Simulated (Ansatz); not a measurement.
# Ca on Pd(111): change of the work function, part 3 of 6

How does Ca on the fcc site change the work function of Pd(111) as the layer fills?

Ansatz 0.2.0; plane-wave DFT, PBE, Ansatz PAW (the session's first sound run).

So far, work function, upper face (eV): step 2 (the clean slab) 5.27; step 3 (37 atoms, coverage 0.111 ML, cell 3x3) 2.67.

## 4. Adsorbate added, k-mesh 6×6×1, coverage 0.25 ML

System of this step: Ca/Pd(111). The cell holds 17 atoms: 16 Pd and 1 Ca. Cell: a = 5.501 Å, b = 5.501 Å, c = 27.745 Å, α = 90.0°, β = 90.0°, γ = 60.0°. Vacuum lies along c.

Another coverage, to see how the dipoles act on each other as their distance changes.

input.yaml reads:

```yaml
crystal:
  lattice:
    - [5.5012907577, 0.0, 0.0]
    - [2.7506453788, 4.7642575497, 0.0]
    - [0.0, 0.0, 27.7449199801]
  atoms:
    - { symbol: Pd, position: [0.0, 0.0, 0.3243837072] }
    - { symbol: Pd, position: [0.1666666667, 0.1666666667, 0.4053315906] }
    - { symbol: Pd, position: [0.3333333333, 0.3333333333, 0.4880131136] }
    - { symbol: Pd, position: [0.0, 0.0, 0.5710458114] }
    - { symbol: Pd, position: [0.0, 0.5, 0.3243837072] }
    - { symbol: Pd, position: [0.1666666667, 0.6666666667, 0.4053315906] }
    - { symbol: Pd, position: [0.3333333333, 0.8333333333, 0.4880131136] }
    - { symbol: Pd, position: [0.0, 0.5, 0.5710458114] }
    - { symbol: Pd, position: [0.5, 0.0, 0.3243837072] }
    - { symbol: Pd, position: [0.6666666667, 0.1666666667, 0.4053315906] }
    - { symbol: Pd, position: [0.8333333333, 0.3333333333, 0.4880131136] }
    - { symbol: Pd, position: [0.5, 0.0, 0.5710458114] }
    - { symbol: Pd, position: [0.5, 0.5, 0.3243837072] }
    - { symbol: Pd, position: [0.6666666667, 0.6666666667, 0.4053315906] }
    - { symbol: Pd, position: [0.8333333333, 0.8333333333, 0.4880131136] }
    - { symbol: Pd, position: [0.5, 0.5, 0.5710458114] }
    - { symbol: Ca, position: [0.1666666667, 0.1666666667, 0.6756162928] }
kpoints:
  mp_grid: { grid: [6, 6, 1] }
hamiltonian:
  xc: pbe
scf:
  occupations: { method: fermi_dirac, width: 0.1 }
  convergence: { dr2_threshold: 1.0e-08 }
efield:
  axis: 3
  dipole_correction: true
  ramp_position: 0.97
  ramp_width: 0.06
relax:
  f_tol: 0.02
  max_steps: 60
  constraints: [{ sites: [0, 1, 4, 5, 8, 9, 12, 13] }]
output:
  bader: true
  dos: { projected: true, e_range: [-8, 4] }
  write_potential: true
  write_density: true
  volumetric_format: npy
  elf: true
```

Started as:

```bash
ansatz run input.yaml --threads 4 --pin off --max-ram 12288MiB --backend cpu --events-out ev --progress --plain --runs-dir out
```

Numbers of over 12 decimals in the logs are rounded to 6 here.

Log:

```text
[...]
Crystal: 17 atoms, lattice volume = 727.182 Å³
Basis set: ecut = 420 eV, 14151 PW (Γ), exchange–correlation on 80×80×384 points (8 copies of the dense FFT grid, shifted against one another)
Bands: 179, of which v1, the nominal top of the filled ones, is band 149 counted from 1 (148 counted from 0)
Symmetry: 6 space group operations
[...]
k-points: 7 of 36 (time reversal used)
[...]
SCF iter   1: F=—  HF=-113379.718146 eV  |F-HF|=—  |Δ(HF+E_count)|=         —  Δρ=1.06e-2  dr2=1.13e1  ethr=1.77e-3  p=0.403 e·Å  D=1.00e-1 V/Å  ΔV_dip=-2.78 eV  dr2_dipole=1.33e0  V_vac-E_F(+/−)=2.12/4.91 eV  ⟨swp⟩=8.9  Hψ=5759  notcnv=0  defer=36
[...]
SCF iter  13: F=-113379.460040 eV  HF=-113379.460040 eV  |F-HF|=1.18e-8  |Δ(HF+E_count)|=   8.91e-9  Δρ=5.47e-7  dr2=3.51e-9  ethr=3.36e-12  p=0.347 e·Å  D=8.64e-2 V/Å  ΔV_dip=-2.40 eV  dr2_dipole=1.25e-12  V_vac-E_F(+/−)=2.83/5.23 eV  ⟨swp⟩=13.1  Hψ=9590  notcnv=0
SCF 1 converged in 13 iterations: F = -113379.460040 eV  dr2 = 3.51e-9
[...]
relax step   1: F+E_penalty+E_count = -113379.46003956 eV  Δ(F+E_penalty+E_count) = +0.000e0 eV  max|allowed force component| = 1.842e0 eV/Å  Δτ_max = 0.0000 Å  (13 SCF iters, accepted)
[...]
SCF iter  12: F=-113379.880203 eV  HF=-113379.880203 eV  |F-HF|=2.75e-9  |Δ(HF+E_count)|=   1.78e-8  Δρ=6.49e-7  dr2=8.75e-9  ethr=3.36e-12  p=0.373 e·Å  D=9.28e-2 V/Å  ΔV_dip=-2.57 eV  dr2_dipole=7.48e-10  V_vac-E_F(+/−)=2.66/5.23 eV  ⟨swp⟩=12.7  Hψ=7841  notcnv=0
SCF 2 converged in 12 iterations: F = -113379.880203 eV  dr2 = 8.75e-9
[...]
relax step   2: F+E_penalty+E_count = -113379.88020259 eV  Δ(F+E_penalty+E_count) = -4.202e-1 eV  max|allowed force component| = 1.759e0 eV/Å  Δτ_max = 0.1949 Å  (12 SCF iters, accepted)
SCF iter   1: F=—  HF=-113380.257216 eV  |F-HF|=—  |Δ(HF+E_count)|=         —  Δρ=3.61e-3  dr2=4.76e-1  ethr=1.00e-3  p=0.373 e·Å  D=9.28e-2 V/Å  ΔV_dip=-2.57 eV  dr2_dipole=7.31e-2  V_vac-E_F(+/−)=2.67/5.24 eV  ⟨swp⟩=6.7  Hψ=4257  notcnv=0  defer=55
[...]
SCF iter  12: F=-113380.232383 eV  HF=-113380.232383 eV  |F-HF|=2.62e-9  |Δ(HF+E_count)|=   2.45e-8  Δρ=6.52e-7  dr2=7.97e-9  ethr=3.36e-12  p=0.404 e·Å  D=1.01e-1 V/Å  ΔV_dip=-2.79 eV  dr2_dipole=4.51e-11  V_vac-E_F(+/−)=2.44/5.23 eV  ⟨swp⟩=11.4  Hψ=8239  notcnv=0
SCF 3 converged in 12 iterations: F = -113380.232383 eV  dr2 = 7.97e-9
relax step   3: F+E_penalty+E_count = -113380.23238346 eV  Δ(F+E_penalty+E_count) = -3.522e-1 eV  max|allowed force component| = 1.293e0 eV/Å  Δτ_max = 0.1960 Å  (12 SCF iters, accepted)
[...]
relax step   4: F+E_penalty+E_count = -113380.42199053 eV  Δ(F+E_penalty+E_count) = -1.896e-1 eV  max|allowed force component| = 4.219e-1 eV/Å  Δτ_max = 0.1949 Å  (12 SCF iters, accepted)
[...]
relax step   5: F+E_penalty+E_count = -113380.46545050 eV  Δ(F+E_penalty+E_count) = -4.346e-2 eV  max|allowed force component| = 1.212e-1 eV/Å  Δτ_max = 0.1293 Å  (13 SCF iters, accepted)
SCF iter   1: F=—  HF=-113380.473166 eV  |F-HF|=—  |Δ(HF+E_count)|=         —  Δρ=1.72e-3  dr2=3.86e-2  ethr=7.42e-5  p=0.446 e·Å  D=1.11e-1 V/Å  ΔV_dip=-3.08 eV  dr2_dipole=7.16e-3  V_vac-E_F(+/−)=2.15/5.23 eV  ⟨swp⟩=3.0  Hψ=2731  notcnv=0  defer=71
[...]
SCF iter  11: F=-113380.468871 eV  HF=-113380.468871 eV  |F-HF|=5.22e-9  |Δ(HF+E_count)|=   8.85e-9  Δρ=5.67e-7  dr2=5.01e-9  ethr=3.36e-12  p=0.450 e·Å  D=1.12e-1 V/Å  ΔV_dip=-3.10 eV  dr2_dipole=3.13e-11  V_vac-E_F(+/−)=2.13/5.23 eV  ⟨swp⟩=12.9  Hψ=7894  notcnv=0
SCF 6 converged in 11 iterations: F = -113380.468871 eV  dr2 = 5.01e-9
relax step   6: F+E_penalty+E_count = -113380.46887142 eV  Δ(F+E_penalty+E_count) = -3.421e-3 eV  max|allowed force component| = 9.323e-3 eV/Å  Δτ_max = 0.0559 Å  (11 SCF iters, accepted)
[...]
SCF converged after 11 iterations
Free energy (F): -113380.468871 eV
[...]
Internal energy: -113379.485255 eV  (E = F + TS)
E sigma→0 (E₀):  -113379.977063 eV
Entropy (-TS):   -0.983617 eV (-57.860 meV/atom)
Fermi energy:    4.454539 eV
Dipole field:    D = 0.111864 V/Å  (p = 0.449543 e·Å, saw-weighted, corrected)
Work function:   Φ+ = 2.1270 eV   Φ− = 5.2307 eV
[...]
--- Forces (eV/Å), atoms counted from 1 ---
  atom   1  Pd     0.00812773     0.00469255    -0.30451543
  atom   2  Pd     0.00000000    -0.00000000     0.39663900
  atom   3  Pd     0.00071732     0.00041414    -0.00102837
  atom   4  Pd    -0.00807369    -0.00466135     0.00256469
  atom   5  Pd     0.00000000    -0.00938510    -0.30451543
  atom   6  Pd     0.05675807    -0.03276929     0.26885404
  atom   7  Pd     0.00000000    -0.00082828    -0.00102837
  atom   8  Pd    -0.00000000     0.00932270     0.00256469
  atom   9  Pd    -0.00812773     0.00469255    -0.30451543
  atom  10  Pd    -0.00000000     0.06553857     0.26885404
  atom  11  Pd    -0.00071732     0.00041414    -0.00102837
  atom  12  Pd     0.00807369    -0.00466135     0.00256469
  atom  13  Pd    -0.00000000     0.00000000    -0.29440018
  atom  14  Pd    -0.05675807    -0.03276929     0.26885404
  atom  15  Pd     0.00000000    -0.00000000     0.00293818
  atom  16  Pd     0.00000000     0.00000000    -0.00694939
  atom  17  Ca    -0.00000000     0.00000000     0.00414736
  max |Σ_I F_I| component: 2.47e-7 eV/Å
--- Band table (eV; the first three rows and the last of 7) ---
  k-point 0: bands = [... 145 lower, 4.6303, 4.6979, 4.6979, 4.7051, 4.7934, 4.7934, 4.7980, 5.0606, ... 26 higher]
  k-point 1: bands = [... 145 lower, 4.4529, 4.4701, 4.5029, 4.5240, 4.6010, 4.6035, 4.6197, 5.0830, ... 26 higher]
  k-point 2: bands = [... 145 lower, 4.1420, 4.2256, 4.3404, 4.3701, 4.3719, 4.4030, 4.5816, 4.6040, ... 26 higher]
  k-point 6: bands = [... 145 lower, 4.1796, 4.2121, 4.2209, 4.2225, 4.2450, 4.2858, 4.2927, 4.3030, ... 26 higher]
--- Relaxed structure (6 steps of the walk, 6 accepted, 0 SCFs on fresh bases) ---
  F+E_penalty+E_count = -113380.46887142 eV   max|allowed force component| = 9.323e-3 eV/Å
  atoms:
[...]
- { symbol: Pd, position: [0.166667, 0.166667, 0.405332] }
    - { symbol: Pd, position: [0.334382, 0.334382, 0.488995] }
    - { symbol: Pd, position: [-0.00278443, -0.00278443, 0.571322] }
    - { symbol: Pd, position: [-5.551115123125783e-17, 0.500000, 0.3243837072] }
    - { symbol: Pd, position: [0.166667, 0.666667, 0.405332] }
    - { symbol: Pd, position: [0.334382, 0.831236, 0.488995] }
    - { symbol: Pd, position: [-0.00278443, 0.505569, 0.571322] }
    - { symbol: Pd, position: [0.500000, -1.7959490104491818e-17, 0.3243837072] }
    - { symbol: Pd, position: [0.666667, 0.166667, 0.405332] }
    - { symbol: Pd, position: [0.831236, 0.334382, 0.488995] }
    - { symbol: Pd, position: [0.505569, -0.00278443, 0.571322] }
    - { symbol: Pd, position: [0.500000, 0.500000, 0.3243837072] }
    - { symbol: Pd, position: [0.666667, 0.666667, 0.405332] }
    - { symbol: Pd, position: [0.833333, 0.833333, 0.486882] }
    - { symbol: Pd, position: [0.500000, 0.500000, 0.578623] }
    - { symbol: Ca, position: [0.166667, 0.166667, 0.649265] }
--- Bader charges: 17 sites ---
  site symbol  charge [e]  shift [e]
     0     Pd     -0.0279     0.0000
     1     Pd      0.0325     0.0000
     2     Pd      0.0096     0.0000
     3     Pd     -0.2994     0.0000
     4     Pd     -0.0279     0.0000
     5     Pd      0.0298     0.0000
     6     Pd      0.0096     0.0000
     7     Pd     -0.2993     0.0000
     8     Pd     -0.0279     0.0000
     9     Pd      0.0298     0.0000
    10     Pd      0.0096     0.0000
    11     Pd     -0.2993     0.0000
    12     Pd     -0.0277     0.0000
    13     Pd      0.0298     0.0000
    14     Pd     -0.0028     0.0000
    15     Pd     -0.2615     0.0000
    16     Ca      1.1232     0.0000
  estimated error of the sums over rays = 3.9e-4 e
```

It took 4.2 min on 4 threads of Arm Neoverse V1, shared host; peak memory 3.1 GiB; 17 min of CPU time.

Relaxation path:

```
step  energy less that of the first step (eV)  largest force component (eV/Å)
   1                                   0.0000                          1.8421
   2                                  -0.4202                          1.7589
   3                                  -0.7723                          1.2925
   4                                  -0.9620                          0.4219
   5                                  -1.0054                          0.1212
   6                                  -1.0088                          0.0093
```

Forces are held to the 6 operations that the run works with; a distortion that breaks them can't arise in this run.

The atoms that moved most (Å):

```
atom      dx      dy      dz  length
Ca17   0.000   0.000  -0.731   0.731
Pd16   0.000   0.000   0.210   0.210
Pd15   0.000   0.000  -0.031   0.031
Pd11  -0.009   0.005   0.027   0.029
 Pd7   0.000  -0.010   0.027   0.029
 Pd3   0.009   0.005   0.027   0.029
 Pd4  -0.023  -0.013   0.008   0.028
 Pd8   0.000   0.027   0.008   0.028
```

Final coordinates:

```cif
data_structure
_symmetry_space_group_name_H-M 'P 1'
_symmetry_Int_Tables_number 1
_cell_length_a 5.5013
_cell_length_b 5.5013
_cell_length_c 27.7449
_cell_angle_alpha 90.000
_cell_angle_beta 90.000
_cell_angle_gamma 60.000
_cell_volume 727.18
loop_
_atom_site_label
_atom_site_type_symbol
_atom_site_fract_x
_atom_site_fract_y
_atom_site_fract_z
_atom_site_occupancy
Pd1 Pd 0.00000 0.00000 0.32438 1
Pd2 Pd 0.16667 0.16667 0.40533 1
Pd3 Pd 0.33438 0.33438 0.48899 1
Pd4 Pd 0.99722 0.99722 0.57132 1
Pd5 Pd 0.00000 0.50000 0.32438 1
Pd6 Pd 0.16667 0.66667 0.40533 1
Pd7 Pd 0.33438 0.83124 0.48899 1
Pd8 Pd 0.99722 0.50557 0.57132 1
Pd9 Pd 0.50000 0.00000 0.32438 1
Pd10 Pd 0.66667 0.16667 0.40533 1
Pd11 Pd 0.83124 0.33438 0.48899 1
Pd12 Pd 0.50557 0.99722 0.57132 1
Pd13 Pd 0.50000 0.50000 0.32438 1
Pd14 Pd 0.66667 0.66667 0.40533 1
Pd15 Pd 0.83333 0.83333 0.48688 1
Pd16 Pd 0.50000 0.50000 0.57862 1
Ca17 Ca 0.16667 0.16667 0.64927 1
```

Numbers from this step:

* energy at zero smearing: -113379.9771 eV
* work function, upper face: 2.127 eV
* work function, lower face: 5.231 eV
* dipole along the normal: 0.4495 e·Å
* step between the vacuum levels: -3.104 eV

Running mean over 2.246 Å of the planar mean; the ramp of the sawtooth is left out. The electron's electrostatic potential energy less the Fermi level by z:

```
z (Å)  electron's electrostatic potential energy less the Fermi level (eV)
  3.5                                                                 5.23
  4.0                                                                 5.23
  4.5                                                                 5.23
  5.0                                                                 5.23
  5.5                                                                 5.22
  6.0                                                                 5.18
  6.5                                                                 5.02
  7.0                                                                 4.37
  7.5                                                                 1.79
  8.0                                                                -3.11
  8.5                                                                -7.04
  9.0                                                                -8.25
  9.5                                                                -8.43
 10.0                                                                -8.48
 10.5                                                                -8.51
 11.0                                                                -8.55
 11.5                                                                -8.47
 12.0                                                                -8.13
 12.5                                                                -7.97
 13.0                                                                -8.25
 13.5                                                                -8.46
 14.0                                                                -8.20
 14.5                                                                -7.62
 15.0                                                                -7.59
 15.5                                                                -8.13
 16.0                                                                -8.37
 16.5                                                                -7.53
 17.0                                                                -4.78
 17.5                                                                -1.79
 18.0                                                               -0.754
 18.5                                                               -0.691
 19.0                                                              -0.0857
 19.5                                                                0.925
 20.0                                                                 1.57
 20.5                                                                 1.85
 21.0                                                                 1.99
 21.5                                                                 2.06
 22.0                                                                 2.10
 22.5                                                                 2.11
 23.0                                                                 2.12
 23.5                                                                 2.12
 24.0                                                                 2.13
 24.5                                                                 2.13
```

The density of states has structure finer than the step of the table below, so its rows give means over 0.25 eV, whole bins alone (the curve runs from -8 to 1.98 eV). Peaks (eV: height): -3.190: 60.9, -2.440: 57.9, -2.290: 58.8, -1.680: 60.0, -1.470: 63.7, -1.110: 62.2, -0.210: 70.8.

Density of states against energy, zero at the Fermi level; means over each step:

```
energy (eV)  density of states (states/eV a cell)
      -6.75                                     0
      -6.50                                 0.501
      -6.25                                 0.977
      -6.00                                  1.06
      -5.75                                  1.12
      -5.50                                  2.03
      -5.25                                  3.19
      -5.00                                  5.53
      -4.75                                  18.5
      -4.50                                  29.7
      -4.25                                  37.5
      -4.00                                  28.7
      -3.75                                  27.6
      -3.50                                  25.9
      -3.25                                  33.7
      -3.00                                  27.1
      -2.75                                  33.4
      -2.50                                  43.9
      -2.25                                  44.4
      -2.00                                  36.6
      -1.75                                  30.7
      -1.50                                  32.2
      -1.25                                  28.6
      -1.00                                  43.3
      -0.75                                  34.3
      -0.50                                  31.4
      -0.25                                  43.0
       0.00                                  31.4
       0.25                                  10.9
       0.50                                  3.45
       0.75                                  6.33
       1.00                                  7.87
       1.25                                  7.68
       1.50                                  4.29
       1.75                                  4.18
```

Projected DOS per atom over height of the atomic layer and energy from the Fermi level. Layers: Pd4 Pd4 Pd4 Pd4 Ca from below.

Values in states/eV, 22 rows by 5 columns, each cell a mean:
```
0.03 0.02 0.03 0.04 0.09
0.08 0.07 0.06 0.07 0.17
0.08 0.09 0.12 0.12 0.40
0.31 0.26 0.22 0.16 0.43
2.15 2.36 2.18 1.30 0.37
2.16 1.93 1.82 1.83 0.23
2.62 1.70 2.09 2.54 0.33
1.98 1.42 1.92 2.09 0.30
2.24 1.37 1.44 2.32 0.36
2.81 2.48 2.34 2.76 0.32
1.99 2.20 1.99 2.27 0.21
1.25 1.37 1.62 1.75 0.09
1.55 1.46 1.61 1.86 0.05
1.61 2.50 2.15 1.61 0.11
0.80 2.17 1.86 0.82 0.20
0.12 0.38 0.30 0.14 0.18
0.02 0.03 0.03 0.02 0.10
0.01 0.00 0.00 0.01 0.03
0.00 0.00 0.00 0.00 0.02
0.00 0.00 0.00 0.00 0.00
0.00 0.00 0.00 0.00 0.00
0.00 0.00 0.00 0.00 0.00
```
Columns: height of the atomic layer (Å) from 9 to 18.0 (not evenly spaced); rows upwards: energy from the Fermi level (eV) from -7.96 to 1.95.

ELF in the ca plane at fractional y = 0.167, with atoms of Pd and Ca within 0.2 Å of it. It is the smooth field of the valence electrons, not physical close to the nuclei.

Values, 8 rows by 16 columns, each cell a mean:
```
0.33 0.19 0.20 0.19 0.38 0.24 0.30 0.33 0.17 0.08 0.08 0.22 0.12 0.03 0.00 0.00
0.23 0.26 0.42 0.21 0.25 0.19 0.21 0.24 0.23 0.14 0.15 0.14 0.06 0.01 0.00 0.00
0.21 0.36 0.42 0.27 0.21 0.16 0.18 0.22 0.20 0.17 0.15 0.10 0.04 0.01 0.00 0.00
0.23 0.27 0.44 0.22 0.24 0.19 0.21 0.24 0.23 0.15 0.15 0.13 0.05 0.01 0.00 0.00
0.33 0.19 0.20 0.19 0.38 0.24 0.30 0.33 0.18 0.08 0.08 0.21 0.11 0.02 0.00 0.00
0.23 0.26 0.42 0.21 0.25 0.19 0.21 0.24 0.38 0.66 0.11 0.25 0.20 0.04 0.01 0.00
0.21 0.36 0.42 0.27 0.20 0.16 0.19 0.22 0.62 0.81 0.22 0.25 0.25 0.05 0.01 0.00
0.23 0.27 0.44 0.22 0.23 0.18 0.21 0.24 0.41 0.69 0.12 0.25 0.20 0.04 0.01 0.00
```
Columns run along c (16.0 Å, from fractional 0.33 to 0.90 of the cell), rows up along a (5.5 Å). Atoms in or near the plane, at fractional coordinates: Pd at (0.41, 0.17), Pd at (0.41, 0.67), Ca at (0.65, 0.17).

Valence density in the ca plane at fractional y = 0.167, with atoms of Pd and Ca within 0.2 Å of it. It is the smooth field of the valence electrons, not physical close to the nuclei.

Ten steps, logarithmic in the rise over the least value, from '0' (0 e/Å³) to '9' (13 e/Å³), each cell a mean:
```
54322222222455422355421111100000000000000000
54322232222455422355421100000000000000000000
43223565322344322234321000000000000000000000
22235898532222211222211000000000000000000000
22236999732222111122111000000000000000000000
22236999632222111122211000000000000000000000
33224676422233211233221000000000000000000000
54222343222354322345421000000000000000000000
64322222212455422355421110000000000000000000
54222343222354322344321223210000000000000000
32224777422233211233222466520000000000000000
22236999632222111122223678641000000000000000
22236999732222111122223688741000000000000000
22235898522222211222222577631000000000000000
43223555322343322234322344310000000000000000
```
Columns run along c (16.0 Å, from fractional 0.33 to 0.90 of the cell), rows up along a (5.5 Å). Atoms in or near the plane, at fractional coordinates: Pd at (0.41, 0.17), Pd at (0.41, 0.67), Ca at (0.65, 0.17).

(Part 3 of 6 ends here.)

[Logs are printed without paths, hosts, clocks, repeated set-up lines and the standing remarks that a program may print on its own settings, such as how far it seeks lower states.]

[Hosts, paths, dates, database ids (printed as entryN), source tags and the programs' standing remarks are cut or masked in the printed files.]

[Maps of the electrostatic potential energy from Ansatz leave out the sawtooth potential of an applied field or a dipole correction, so their vacuum need not be flat; planar profiles and work functions include it.]

[The density of states shown here was stored with 400 of the rows of the run's finer table, so its peaks can read low, often by over a quarter, or be missed, and its means over a window can be off by a tenth or more.]
